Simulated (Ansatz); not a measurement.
# How the geometry moves the gap of WS2 (Tungstenite)

Aim: gaps of WS2 (Tungstenite) at the database cell and after a full relaxation.

Program: Ansatz 0.2.0. Level of theory: PBE, HSE06 and G0W0, plane waves, PAW. Values are calculated unless marked as measured.

This is a report of a sequence of runs, with the program logs left out and the cost of each run kept.

The database entry behind the starting cell differs from other determinations of this structure, so it need not match the best structure at room temperature.

### Step 1. The system as given

It takes space group P6_3/mmc (No. 194, hexagonal). The conventional cell has a = 3.180 Å, b = 3.180 Å, c = 12.500 Å, α = 90.00°, β = 90.00°, γ = 120.00°. W has 6 S at 2.41 Å nearest. S has 3 W at 2.41 Å nearest. Farther neighbours, and contacts between anions beyond the nearest, are not listed.

The cell and positions come from the Crystallography Open Database and are kept as given unless a step says otherwise. The runs that relaxed it are not among those shown. The default PAW set here is soft_2. Its files were made with PBE.

### Step 2. PBE bands at the given cell

The cheap functional maps the bands first; the places of the edges decide which points the dearer methods must see.

This step: DFT, PBE, plane waves, PAW.

input.yaml reads:

```yaml
crystal:
  lattice:
    - [3.18, 0.0, 0.0]
    - [-1.59, 2.753960784, 0.0]
    - [0.0, 0.0, 12.5]
  atoms:
    - { symbol: W, position: [0.3333333333, 0.6666666667, 0.25] }
    - { symbol: W, position: [0.6666666667, 0.3333333333, 0.75] }
    - { symbol: S, position: [0.3333333333, 0.6666666667, 0.625] }
    - { symbol: S, position: [0.6666666667, 0.3333333333, 0.125] }
    - { symbol: S, position: [0.3333333333, 0.6666666667, 0.875] }
    - { symbol: S, position: [0.6666666667, 0.3333333333, 0.375] }
kpoints:
  mp_grid: { grid: [12, 12, 2] }
  band_path:
    path:
      - [[0.0, 0.0, 0.0], [0.5, 0.0, 0.0], [0.33333333, 0.33333333, 0.0], [0.0, 0.0, 0.0], [0.0, 0.0, 0.5], [0.5, 0.0, 0.5], [0.33333333, 0.33333333, 0.5], [0.0, 0.0, 0.5]]
      - [[0.5, 0.0, 0.5], [0.5, 0.0, 0.0]]
      - [[0.33333333, 0.33333333, 0.5], [0.33333333, 0.33333333, 0.0]]
    npoints: 10
hamiltonian:
  xc: pbe
scf:
  occupations: { method: fermi_dirac, width: 0.02 }
  n_extra_bands: 6
output:
  eigenvalues: true
  write_density: true
  write_potential: true
  elf: true
  volumetric_format: npy
```

The run is started by

```sh
> ansatz run input.yaml --threads 3 --pin off --max-ram 64512MiB --backend cuda --events-out ev --progress --plain --runs-dir out --devices 1 --max-vram 24GiB
```

Run time: 4.5 s. Hardware: 1 × NVIDIA H100 80GB HBM3 (shared by 3 runs) with 3 threads of AMD EPYC 7R13 (Zen 3), shared host; peak memory 0.99 GiB; 5.6 s of CPU time.

Read from the output:

```yaml
filled_bands: 26
gap: 1.046 eV
valence_top_at: Γ
conduction_bottom_at: k = (0.167, 0.167, 0.000)
least_direct_gap: 1.739 eV
```

The gap is indirect, with the least direct gap 0.69 eV higher.

### Step 3. The relaxed cell

Cell and ions were relaxed with PBE-D3(BJ); that run is not shown. It left this cell:

Symmetry: P6_3/mmc, No. 194, hexagonal system. Conventional cell: a = 3.154 Å, b = 3.154 Å, c = 12.145 Å, α = 90.00°, β = 90.00°, γ = 120.00°. Nearest to W lie 6 S at 2.41 Å. Nearest to S lie 3 W at 2.41 Å. Farther neighbours, and contacts between anions beyond the nearest, are not listed.

### Step 4. PBE at the relaxed cell

The cell differs from the one that the last finished run ended in (a 3.180 → 3.154 Å, b 3.180 → 3.154 Å, c 12.500 → 12.145 Å).

input.yaml, the sections that differ from step 2:

```yaml
crystal:
  lattice:
    - [3.1537707027, 0.0, 0.0]
    - [-1.5768853514, 2.7312455463, 0.0]
    - [0.0, 0.0, 12.1446516348]
  atoms:
    - { symbol: W, position: [0.3333333333, 0.6666666667, 0.25] }
    - { symbol: W, position: [0.6666666667, 0.3333333333, 0.75] }
    - { symbol: S, position: [0.3333333333, 0.6666666667, 0.6203178363] }
    - { symbol: S, position: [0.6666666667, 0.3333333333, 0.1203178363] }
    - { symbol: S, position: [0.3333333333, 0.6666666667, 0.8796821637] }
    - { symbol: S, position: [0.6666666667, 0.3333333333, 0.3796821637] }
# kpoints, hamiltonian, scf, output: as in step 2
```

Elapsed: 4.8 s, on 1 × NVIDIA H100 80GB HBM3 (shared by 3 runs) with 3 threads; peak memory 0.99 GiB; 5.2 s of CPU time.

Numbers from this step:

```
gap                  : 0.8912 eV
valence top at       : Γ
conduction bottom at : k = (0.167, 0.167, 0.000)
least direct gap     : 1.832 eV
```

The gap is indirect, with the least direct gap 0.94 eV higher.

### Step 5. HSE06 at the relaxed cell

The screened hybrid is the usual rung above semilocal functionals: a quarter of exact exchange, cut off beyond a few ångström.

This step: DFT, HSE06, plane waves, PAW.

input.yaml, the sections that differ from step 4:

```yaml
kpoints:
  mp_grid: { grid: [6, 6, 2] }
  band_path:
    path:
      - [0.0, 0.0, 0.0]
      - [0.5, 0.0, 0.0]
      - [0.33333333, 0.33333333, 0.0]
      - [0.0, 0.0, 0.5]
      - [0.5, 0.0, 0.5]
      - [0.33333333, 0.33333333, 0.5]
      - [0.1666666667, 0.1666666667, 0.0]
    npoints: 1
hamiltonian:
  xc: hse06
scf:
  occupations: { method: fixed }
  n_extra_bands: 6
# crystal, output: as in step 4
```

The job ended after 20 s (1 × NVIDIA H100 80GB HBM3 (shared by 3 runs) with 3 threads; peak memory 1.4 GiB; 25 s of CPU time).

Numbers from this step:

```yaml
gap: 1.405 eV
valence_top_at: Γ
conduction_bottom_at: k = (0.167, 0.167, 0.000)
least_direct_gap: 2.327 eV
```

The gap stands +0.51 eV against PBE.

### Step 6. G0W0 at the relaxed cell

G0W0 replaces the xc potential by the self-energy, built once from these orbitals. Only a window of levels is corrected, while the sums run over the empty bands that the input names.

This step: G0W0 on PBE, plane waves, PAW.

input.yaml reads:

```yaml
crystal:
  lattice:
    - [3.1537707027, 0.0, 0.0]
    - [-1.5768853514, 2.7312455463, 0.0]
    - [0.0, 0.0, 12.1446516348]
  atoms:
    - { symbol: W, position: [0.3333333333, 0.6666666667, 0.25] }
    - { symbol: W, position: [0.6666666667, 0.3333333333, 0.75] }
    - { symbol: S, position: [0.3333333333, 0.6666666667, 0.6203178363] }
    - { symbol: S, position: [0.6666666667, 0.3333333333, 0.1203178363] }
    - { symbol: S, position: [0.3333333333, 0.6666666667, 0.8796821637] }
    - { symbol: S, position: [0.6666666667, 0.3333333333, 0.3796821637] }
kpoints:
  mp_grid: { grid: [6, 6, 2] }
hamiltonian:
  xc: pbe
scf:
  occupations: { method: fixed }
gw:
  n_empty_bands: 385
  ecut_chi: 138
  qp_bands: [v2, c2]
  qp_kpoints: band_edges
  screening: { model: contour_deformation }
```

The job ended after 16 s (1 × NVIDIA H100 80GB HBM3 (shared by 3 runs) with 3 threads; peak memory 1.6 GiB).

Numbers from this step:

```yaml
bands_summed: 411
rpa_eps_infinity_on_this_mesh_eigenvalues: 6.393, 14.20, 14.20
plane_waves_in_the_screening_matrix: 341
g0w0_gap_on_the_mesh: 1.266 eV
k_of_the_valence_top: 0, 0, 0
k_of_the_conduction_bottom: 0.1667, 0.1667, 0
starting_gap_on_the_mesh: 0.8925 eV
least_direct_g0w0_gap_on_the_computed_points: 2.298 eV
```

The gap on the mesh goes from 0.89 eV to 1.27 eV, a correction of +0.37 eV. Between the two edge states, bare exchange in place of the xc potential would open the gap by 4.58 eV, and correlation takes back 4.21 eV.

### Step 7. G0W0 at the given cell

input.yaml reads:

```yaml
crystal:
  lattice:
    - [3.18, 0.0, 0.0]
    - [-1.59, 2.753960784, 0.0]
    - [0.0, 0.0, 12.5]
  atoms:
    - { symbol: W, position: [0.3333333333, 0.6666666667, 0.25] }
    - { symbol: W, position: [0.6666666667, 0.3333333333, 0.75] }
    - { symbol: S, position: [0.3333333333, 0.6666666667, 0.625] }
    - { symbol: S, position: [0.6666666667, 0.3333333333, 0.125] }
    - { symbol: S, position: [0.3333333333, 0.6666666667, 0.875] }
    - { symbol: S, position: [0.6666666667, 0.3333333333, 0.375] }
kpoints:
  mp_grid: { grid: [6, 6, 2] }
hamiltonian:
  xc: pbe
scf:
  occupations: { method: fixed }
gw:
  n_empty_bands: 402
  ecut_chi: 138
  qp_bands: [v2, c2]
  qp_kpoints: band_edges
  screening: { model: contour_deformation }
```

Elapsed: 15 s, on 1 × NVIDIA H100 80GB HBM3 (shared by 3 runs) with 3 threads; peak memory 1.7 GiB.

This step gave:

```
bands summed                                 : 428
RPA ε∞ on this mesh (eigenvalues)            : 5.409, 14.00, 14.00
plane waves in the screening matrix          : 365
G0W0 gap on the mesh                         : 1.437 eV
k of the valence top                         : 0, 0, 0
k of the conduction bottom                   : 0.1667, 0.1667, 0
starting gap on the mesh                     : 1.047 eV
least direct G0W0 gap on the computed points : 2.218 eV
```

The gap on the mesh goes from 1.05 eV to 1.44 eV, a correction of +0.39 eV. Between the two edge states, bare exchange in place of the xc potential would open the gap by 4.64 eV, and correlation takes back 4.25 eV.

### Step 8. Together

G0W0 rows are gaps on the mesh, lowered where the mesh misses an edge of the band path.

```tsv
level	given cell (eV)	relaxed cell (eV)	change (eV)
PBE	1.05	0.89	−0.15
HSE06	-	1.41	-
G0W0@PBE	1.44	1.27	−0.17
```

### Step 9. Outcome

- volume change: −4.4 %
- PBE, given cell: 1.05 eV
- PBE, relaxed cell: 0.89 eV
- HSE06, relaxed cell: 1.41 eV
- G0W0@PBE, relaxed cell: 1.27 eV
- G0W0@PBE, given cell: 1.44 eV
- known limits: short of the basis limit; no spin-orbit coupling

In words: Relaxation changes the volume by −4.4 % and the gap by −0.15 eV (PBE) and −0.17 eV (G0W0@PBE). Bands and cutoff are finite, so the gap stands short of the basis limit, usually by up to a few tenths of an eV; the mesh is an error of its own. The many-body steps are scalar-relativistic: spin-orbit coupling is not in them.

[Long decimals in the printed logs are rounded to 6 places.]

[Logs are printed without paths, hosts, clocks, repeated set-up lines and the standing remarks that a program may print on its own settings, such as how far it seeks lower states.]

[Paths, hosts, dates, memory and timing lines, banners, echoed tables and standing remarks are left out of the program output; an Ansatz launch command may be rebuilt from the run's recorded settings. Measured values are a selection of at most five: reports struck by readers or far from the other reports are left out. None is set beside runs whose start may be inverted or whose files or cutoffs have a known fault.]

[Runs of the session that timed out or met a known fault of the program may be left out.]

[Cells called generated may have been cut or substituted from an entry of the Crystallography Open Database or the Materials Project.]

[Hosts, paths, dates, database ids (printed as entryN), source tags and the programs' standing remarks are cut or masked in the printed files.]

[Where the starting crystal was built by hand or by swapping elements, it need not be the compound's stable phase.]
